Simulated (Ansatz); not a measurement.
**AlNi (Pm-3m): Drude plasma energy against volume**

The cell of AlNi (Pm-3m) is scaled evenly and the response computed anew at each volume, on one mesh.

Cell: a, b, c = 2.881, 2.881, 2.881 Å (primitive vectors), 2 atoms.

Method: Ansatz 0.2.0, PBE, independent particles, k-mesh 14×14×14 with interpolation inside its cells, Gaussian parameter 0.1 eV.

Launch of the response step: `ansatz run input.yaml --threads 4 --pin off --max-ram 8192MiB --backend cpu --events-out ev --progress --plain --runs-dir out`. The series took 3.8 min in all, on 4 threads of AMD EPYC (Zen 3), on a shared host.

| V/V₀ | V (Å³, primitive cell) | Drude plasma energy (eV) |
| --- | --- | --- |
| 0.94 | 22.48 | ? |
| 0.96 | 22.96 | 7.295 |
| 0.98 | 23.43 | 7.212 |
| 1.00 | 23.91 | 7.132 |
| 1.02 | 24.39 | 7.056 |
| 1.04 | 24.87 | 6.981 |
| 1.06 | 25.35 | 6.910 |

For small changes the quantity should be close to linear in ln V.

Working, on the rows shown:

| x = ln(V/V₀) | y = Drude plasma energy |
| --- | --- |
| -0.040822 | 7.295 |
| -0.0202027 | 7.212 |
| 0 | 7.132 |
| 0.0198026 | 7.056 |
| 0.0392207 | 6.981 |
| 0.0582689 | 6.91 |

Means: x̄ = 0.0093779, ȳ = 7.0977. Σ(x − x̄)(y − ȳ) = -0.0267, Σ(x − x̄)² = 0.006873. Slope = -0.0267 / 0.006873 = -3.885; intercept = ȳ − slope · x̄ = 7.1341. The line misses the rows shown by at most 0.0023 eV.

Fill in the last column of the withheld row.

At x = -0.061875 the line gives y = 7.3745 eV. The run gave 7.381 eV, so the extrapolation is off by 0.0065 eV, 1.4 % of the range in the table.

Between the rows on either side of x = 0 the slope is (7.056 − 7.212) / (0.019803 − (-0.020203)) = -3.899. So d ln ωp/d ln V = -0.55; free electrons would give −0.50. The cell comes from an older database entry, whose edges can be off by a per cent or so. The values come from a sum over the points of one k-mesh and carry its error, which is largest for Fermi-surface quantities.
